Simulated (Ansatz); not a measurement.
**SrLiH3 (Pm-3m): following an unstable mode**

Which phase does SrLiH3 (Pm-3m) fall into along its unstable mode, and how much energy does it gain?

Method: DFT PBEsol, scalar-relativistic, plane waves, PAW, in Ansatz 0.2.0.

Most raw output is cut from this account.

## Step 1: Starting point

It takes space group Pm-3m (No. 221, cubic). The conventional cell has a = 4.592 Å, b = 4.592 Å, c = 4.592 Å, α = 90.00°, β = 90.00°, γ = 90.00°. Nearest to Li lie 12 H at 3.25 Å. Nearest to Sr lie 6 H at 2.30 Å. H has 2 Sr at 2.30 Å nearest. Farther neighbours are not listed.

Structure file:

```cif
data_structure
_symmetry_space_group_name_H-M 'P 1'
_symmetry_Int_Tables_number 1
_cell_length_a 4.5925
_cell_length_b 4.5925
_cell_length_c 4.5925
_cell_angle_alpha 90.000
_cell_angle_beta 90.000
_cell_angle_gamma 90.000
_cell_volume 96.86
loop_
_atom_site_label
_atom_site_type_symbol
_atom_site_fract_x
_atom_site_fract_y
_atom_site_fract_z
_atom_site_occupancy
Li1 Li 0.00000 0.00000 0.00000 1
Sr2 Sr 0.50000 0.50000 0.50000 1
H3 H 0.00000 0.50000 0.50000 1
H4 H 0.50000 0.00000 0.50000 1
H5 H 0.50000 0.50000 0.00000 1
```

## Step 2: The dispersion

The cell comes from relaxations at this level that are not shown. Stability and thermal properties need the whole zone. Linear response on a 2×2×2 q mesh gives force constants as far as a supercell of that size would, and the tensors from the zone-centre run are typed in so that the long-range dipole term is interpolated apart.

File input.yaml:

```yaml
crystal:
  lattice:
    - [4.592489, 0.0, 0.0]
    - [0.0, 4.592489, 0.0]
    - [0.0, 0.0, 4.592489]
  atoms:
    - { symbol: Li, position: [0.0, 0.0, 0.0] }
    - { symbol: Sr, position: [0.5, 0.5, 0.5] }
    - { symbol: H, position: [0.0, 0.5, 0.5] }
    - { symbol: H, position: [0.5, 0.0, 0.5] }
    - { symbol: H, position: [0.5, 0.5, 0.0] }
kpoints:
  mp_grid: { grid: [6, 6, 6] }
hamiltonian:
  xc: pbesol
scf:
  occupations: { method: fixed }
output:
  eigenvalues: true
phonons:
  method: dfpt
  qmesh: [2, 2, 2]
  temperatures: { t_max: 1000, t_step: 50 }
  qpath:
    path:
      - [[0.0, 0.0, 0.0], [0.0, 0.5, 0.0], [0.5, 0.5, 0.0], [0.0, 0.0, 0.0], [0.5, 0.5, 0.5], [0.0, 0.5, 0.0]]
      - [[0.5, 0.5, 0.5], [0.5, 0.5, 0.0]]
    npoints: 10
  non_analytic_term:
    high_frequency_dielectric_tensor: [[3.8406, 0.0, 0.0], [0.0, 3.8406, 0.0], [0.0, 0.0, 3.8406]]
    born_effective_charges:
      - { species: Li, tensor: [[1.4248, 0.0, 0.0], [0.0, 1.4248, 0.0], [0.0, 0.0, 1.4248]] }
      - { species: Sr, tensor: [[1.5954, 0.0, 0.0], [0.0, 1.5954, 0.0], [0.0, 0.0, 1.5954]] }
      - { species: H, tensor: [[-0.9861, 0.0, 0.0], [0.0, -1.017, 0.0], [0.0, 0.0, -1.017]] }
      - { species: H, tensor: [[-1.017, 0.0, 0.0], [0.0, -0.9861, 0.0], [0.0, 0.0, -1.017]] }
      - { species: H, tensor: [[-1.017, 0.0, 0.0], [0.0, -1.017, 0.0], [0.0, 0.0, -0.9861]] }
    source: "zone-centre run at this cell"
```

Launch:

```bash
ansatz run input.yaml --threads 4 --pin off --max-ram 7168MiB --backend cpu --events-out ev --progress --plain --runs-dir out
```

The job ended after 48 s (4 threads of AMD EPYC 9R45, shared host; peak memory 0.61 GiB).

This step gave:

- gap on the k-mesh: 1.664 eV
- volume per atom: 19.37 Å³
- sum-rule residual before enforcement: 3.96e-5 eV/Å²
- lowest frequency on the path: -559.6 cm⁻¹
- point group: m-3m
- highest frequency on the path or at a solved wavevector: 1388 cm⁻¹
- highest optical mode at the zone centre (no LO-TO term): 1287 cm⁻¹
- lowest optical zone-centre mode: -421.1 cm⁻¹
- lowest mode on the q mesh (acoustic modes at Γ apart): -559.6 cm⁻¹

Frequencies (cm⁻¹) solved at each irreducible wavevector; negative means imaginary. Frequencies by wavevector, by row:

| q in reciprocal lattice units | star | mode 1 | mode 2 | mode 3 | mode 4 | mode 13 | mode 14 | mode 15 |
| --- | --- | --- | --- | --- | --- | --- | --- | --- |
| 0 0 0 | 1 | -421.1 | -421.1 | -421.1 | -418.9 | 1287 | 1287 | 1287 |
| 0 0 -0.5 | 3 | -396.9 | -396.9 | -346.9 | -346.9 | 1286 | 1286 | 1362 |
| 0 -0.5 -0.5 | 3 | -553.3 | -361.6 | -361.6 | -282.1 | 1286 | 1306 | 1376 |
| -0.5 -0.5 -0.5 | 1 | -559.6 | -559.6 | -559.6 | -280.4 | 1305 | 1305 | 1388 |

Interpolated from a 2×2×2 q mesh, with the LO-TO term (at Γ the limit along the path; where Γ stands inside the path, tables give the limit on arrival). The phonon branches at the labelled points (cm⁻¹):

| point | branch 1 | branch 2 | branch 3 | branch 4 | branch 12 | branch 13 | branch 14 | branch 15 |
| --- | --- | --- | --- | --- | --- | --- | --- | --- |
| Γ | -421 | -421 | -421 | -419 | 411 | 1287 | 1287 | 1341 |
| halfway | -410 | -410 | -383 | -383 | 432 | 1287 | 1287 | 1352 |
| X | -397 | -397 | -347 | -347 | 452 | 1286 | 1286 | 1362 |
| halfway | -486 | -369 | -344 | -330 | 484 | 1286 | 1299 | 1366 |
| M | -553 | -362 | -362 | -282 | 488 | 1286 | 1306 | 1376 |
| halfway | -463 | -388 | -372 | -361 | 461 | 1286 | 1297 | 1356 |
| Γ | -421 | -421 | -421 | -419 | 411 | 1287 | 1287 | 1341 |
| halfway | -464 | -455 | -455 | -294 | 482 | 1296 | 1296 | 1360 |
| R | -560 | -560 | -560 | -280 | 523 | 1305 | 1305 | 1388 |
| halfway | -488 | -483 | -452 | -298 | 505 | 1296 | 1300 | 1371 |
| X | -397 | -397 | -347 | -347 | 452 | 1286 | 1286 | 1362 |
| jump to R | -560 | -560 | -560 | -280 | 523 | 1305 | 1305 | 1388 |
| halfway | -556 | -485 | -485 | -287 | 508 | 1297 | 1306 | 1380 |
| M | -553 | -362 | -362 | -282 | 488 | 1286 | 1306 | 1376 |

Symmetry leaves 4 wavevectors to solve. The lowest mode among them, the acoustic zeros apart, lies at q = (-0.5, -0.5, -0.5) and is imaginary, 559.6i cm⁻¹, so the energy falls along it.

## Step 3: The mode frozen in, largest atomic shift 0 Å

The mode followed lies at q = (0, -0.5, -0.5) with frequency 553.3i cm⁻¹, one of the unstable modes though not the softest. At small amplitude the distorted cell has space group no. 127 by a symmetry search on the positions. The undistorted cell that holds it gives the zero of energy on the same k mesh.

System of this step: SrLiH3. Symmetry: Pm-3m, No. 221, cubic system. The conventional cell has a = 4.592 Å, b = 4.592 Å, c = 4.592 Å, α = 90.00°, β = 90.00°, γ = 90.00°. Nearest to Li lie 12 H at 3.25 Å. Nearest to Sr lie 6 H at 2.30 Å. H has 2 Sr at 2.30 Å nearest. H has 2 Sr at 2.30 Å nearest. Farther neighbours are not listed.

File input.yaml:

```yaml
crystal:
  lattice:
    - [-4.592489, 0.0, 0.0]
    - [0.0, -4.592489, -4.592489]
    - [0.0, -4.592489, 4.592489]
  atoms:
    - { symbol: Li, position: [0.0, 0.5, 0.5] }
    - { symbol: Li, position: [0.0, 0.0, 0.0] }
    - { symbol: Sr, position: [0.5, 1.0, 0.5] }
    - { symbol: Sr, position: [0.5, 0.5, 0.0] }
    - { symbol: H, position: [0.0, 1.0, 0.5] }
    - { symbol: H, position: [0.0, 0.5, 0.0] }
    - { symbol: H, position: [0.5, 0.25, 0.75] }
    - { symbol: H, position: [0.5, 0.75, 0.25] }
    - { symbol: H, position: [0.5, 0.25, 0.25] }
    - { symbol: H, position: [0.5, 0.75, 0.75] }
kpoints:
  mp_grid: { grid: [6, 4, 4] }
hamiltonian:
  xc: pbesol
scf:
  occupations: { method: gaussian, width: 0.02 }
output:
  forces: true
  stress: true
  eigenvalues: true
```

It took 2 s on 4 threads; peak memory 0.53 GiB; 3.7 s of CPU time.

This step gave:

- pressure: -0.003567 GPa
- energy from the undistorted cell: 0 meV/atom

At this level the gap is 1.66 eV on the k-mesh of the self-consistent run, which can miss the band edges.

## Step 4: The mode frozen in, largest atomic shift 0.6 Å

The atoms are moved along the unstable eigenvector, the largest shift by 0.6 Å, with the cell fixed.

input.yaml, the sections that differ from step 3:

```yaml
crystal:
  lattice:
    - [-4.592489, 0.0, 0.0]
    - [0.0, -4.592489, -4.592489]
    - [0.0, -4.592489, 4.592489]
  atoms:
    - { symbol: Li, position: [0.0, 0.5, 0.5] }
    - { symbol: Li, position: [0.0, 0.0, 0.0] }
    - { symbol: Sr, position: [0.5, 1.0, 0.5] }
    - { symbol: Sr, position: [0.5, 0.5, 0.0] }
    - { symbol: H, position: [0.0, 1.0, 0.5] }
    - { symbol: H, position: [0.0, 0.5, 0.0] }
    - { symbol: H, position: [0.5, 0.3153240541, 0.6846759459] }
    - { symbol: H, position: [0.5, 0.6846759459, 0.3153240541] }
    - { symbol: H, position: [0.5, 0.1846759459, 0.1846759459] }
    - { symbol: H, position: [0.5, 0.8153240541, 0.8153240541] }
# kpoints, hamiltonian, scf, output: as in step 3
```

It took 2 s on 4 threads; peak memory 0.54 GiB; 3.8 s of CPU time.

Numbers from this step:

```yaml
pressure: -1.171 GPa
gap_on_the_k_mesh: 1.640 eV
energy_from_the_undistorted_cell: -58.53 meV/atom
```

The energy, extrapolated to zero smearing, is -58.53 meV/atom against the undistorted cell.

The run ends at a pressure of -1.17 GPa, with forces up to 0.32 eV/Å.

## Step 5: Energy along the mode, all amplitudes (two of the runs are shown above)

An imaginary frequency means negative curvature, so the energy should fall and then rise again as anharmonic terms take over.

This step gave:

| Item | Value |
| --- | --- |
| depth at the lowest point sampled | 58.53 meV/atom |
| largest atomic shift at that point | 0.6 Å |

Energy from the parent against largest atomic shift:

| largest atomic shift (Å) | energy from the parent (meV/atom) |
| --- | --- |
| 0.000 | 0 |
| 0.040 | -0.363 |
| 0.080 | -1.45 |
| 0.140 | -4.37 |
| 0.220 | -10.5 |
| 0.320 | -21.1 |
| 0.450 | -38.1 |
| 0.600 | -58.5 |

Displacement at unit largest shift by atom:

| atom | x (Å) | y (Å) | z (Å) | size |
| --- | --- | --- | --- | --- |
| Li1 | 0.00 | 0.00 | 0.00 | 0.00 |
| Li2 | 0.00 | 0.00 | 0.00 | 0.00 |
| Sr3 | 0.00 | 0.00 | 0.00 | 0.00 |
| Sr4 | 0.00 | 0.00 | 0.00 | 0.00 |
| H5 | 0.00 | 0.00 | 0.00 | 0.00 |
| H6 | 0.00 | 0.00 | 0.00 | 0.00 |
| H7 | 0.00 | 0.00 | -1.00 | 1.00 |
| H8 | 0.00 | 0.00 | 1.00 | 1.00 |
| H9 | 0.00 | 1.00 | 0.00 | 1.00 |
| H10 | 0.00 | -1.00 | 0.00 | 1.00 |

The lowest of the steps tried is the last one, at 0.6 Å, 58.5 meV/atom below the parent; the bottom of the well need not coincide with a step.

## Step 6: Relaxing from the distorted cell

Starting from the lowest point found, all atoms and the cell are let go, so that strain and other modes of the same symmetry can join in.

Changes to input.yaml since step 4:

```diff
@@ -21,3 +21,3 @@
 scf:
-  occupations: { method: gaussian, width: 0.02 }
+  occupations: { method: fixed }
 output:
@@ -26 +26,6 @@
   eigenvalues: true
+relax:
+  adjacent_minimum: "off"
+  f_tol: 0.002
+  max_steps: 120
+  cell: { stress_tol: 0.03 }
```

The job ended after 15 s (4 threads; peak memory 0.58 GiB; 28 s of CPU time).

Relaxation path:

| step | energy less that of the first step (eV) | largest force component (eV/Å) | pressure (GPa) | volume (Å³) |
| --- | --- | --- | --- | --- |
| 1 | 0.0000 | 0.3210 | -1.17 | 193.72 |
| 2 | -0.2675 | 0.2052 | -1.01 | 185.93 |
| 3 | -0.3872 | 0.0466 | 0.16 | 172.08 |
| 4 | -0.3902 | 0.0111 | 0.07 | 173.00 |
| 5 | -0.3905 | 0.0036 | -0.05 | 173.85 |
| 6 | -0.3906 | 0.0035 | 0.02 | 173.51 |
| 7 | -0.3906 | 0.0001 | 0.00 | 173.55 |
| 8* | -0.3856 | 0.0003 | -0.03 | 173.55 |

Relaxation steps marked * repeat the geometry before them on a plane-wave basis chosen anew for their cell, so energy and pressure can jump there.

Forces are held to the 16 operations that the run works with; a distortion that breaks them can't arise in this run.

| cell as run | before | after | change |
| --- | --- | --- | --- |
| a (Å) | 4.592 | 4.436 | -3.4 % |
| b (Å) | 6.495 | 6.255 | -3.7 % |
| c (Å) | 6.495 | 6.255 | -3.7 % |
| volume (Å³/atom) | 19.37 | 17.36 | -10.4 % |

The atoms that moved most (Å, as changes of fractional coordinates times the final cell):

| atom | dx | dy | dz | length |
| --- | --- | --- | --- | --- |
| H10 | 0.000 | -0.353 | 0.000 | 0.353 |
| H7 | 0.000 | 0.000 | -0.353 | 0.353 |
| H9 | 0.000 | 0.353 | 0.000 | 0.353 |
| H8 | 0.000 | 0.000 | 0.353 | 0.353 |

The relaxed structure:

```cif
data_structure
_symmetry_space_group_name_H-M 'P 1'
_symmetry_Int_Tables_number 1
_cell_length_a 4.4357
_cell_length_b 6.2551
_cell_length_c 6.2551
_cell_angle_alpha 90.000
_cell_angle_beta 90.000
_cell_angle_gamma 90.000
_cell_volume 173.55
loop_
_atom_site_label
_atom_site_type_symbol
_atom_site_fract_x
_atom_site_fract_y
_atom_site_fract_z
_atom_site_occupancy
Li1 Li 0.00000 0.50000 0.50000 1
Li2 Li 0.00000 0.00000 0.00000 1
Sr3 Sr 0.50000 0.00000 0.50000 1
Sr4 Sr 0.50000 0.50000 0.00000 1
H5 H 0.00000 0.00000 0.50000 1
H6 H 0.00000 0.50000 0.00000 1
H7 H 0.50000 0.35527 0.64473 1
H8 H 0.50000 0.64473 0.35527 1
H9 H 0.50000 0.14473 0.14473 1
H10 H 0.50000 0.85527 0.85527 1
```

Numbers from this step:

- pressure: -0.02693 GPa
- gap on the k-mesh: 1.128 eV
- volume per atom: 17.36 Å³

The distorted start has space group P4/mbm; the relaxation ends in P4/mbm.

## Step 7: The new phase in its own primitive cell

The relaxed structure is symmetrised, reduced to its primitive cell and relaxed tightly, as its phonons need.

File input.yaml:

```yaml
crystal:
  lattice:
    - [6.2550822257, 0.0, 0.0]
    - [0.0, 6.2550822257, 0.0]
    - [0.0, 0.0, 4.4357294607]
  atoms:
    - { symbol: Li, position: [0.5, 0.0, 0.0] }
    - { symbol: Li, position: [0.0, 0.5, 0.0] }
    - { symbol: Sr, position: [0.0, 0.0, 0.5] }
    - { symbol: Sr, position: [0.5, 0.5, 0.5] }
    - { symbol: H, position: [0.0, 0.0, 0.0] }
    - { symbol: H, position: [0.5, 0.5, 0.0] }
    - { symbol: H, position: [0.3552687895, 0.1447312105, 0.5] }
    - { symbol: H, position: [0.6447312105, 0.8552687895, 0.5] }
    - { symbol: H, position: [0.1447312105, 0.6447312105, 0.5] }
    - { symbol: H, position: [0.8552687895, 0.3552687895, 0.5] }
kpoints:
  mp_grid: { grid: [4, 4, 6] }
hamiltonian:
  xc: pbesol
scf:
  occupations: { method: fixed }
output:
  forces: true
  stress: true
  eigenvalues: true
relax:
  adjacent_minimum: "off"
  f_tol: 0.001
  max_steps: 60
  cell: { stress_tol: 0.01 }
```

Run time: 9.9 s. Hardware: 4 threads; peak memory 0.55 GiB.

Little changed from the start: no atom moved by 0.005 Å and no cell edge by 0.1 %.

This step gave:

- pressure: -2.33e-4 GPa
- gap on the k-mesh: 1.123 eV
- volume per atom: 17.33 Å³
- direct gap on mesh: 1.730 eV

The largest force component left is 0.55 meV/Å and the pressure is 0.000 GPa, within the tolerances set. The cell now holds 17.33 Å³/atom.

(Part 1 of 2 ends here.)

[Logs are printed without paths, hosts, clocks, repeated set-up lines and the standing remarks that a program may print on its own settings, such as how far it seeks lower states.]

[Hosts, paths, dates, database ids (printed as entryN), source tags and the programs' standing remarks are cut or masked in the printed files.]
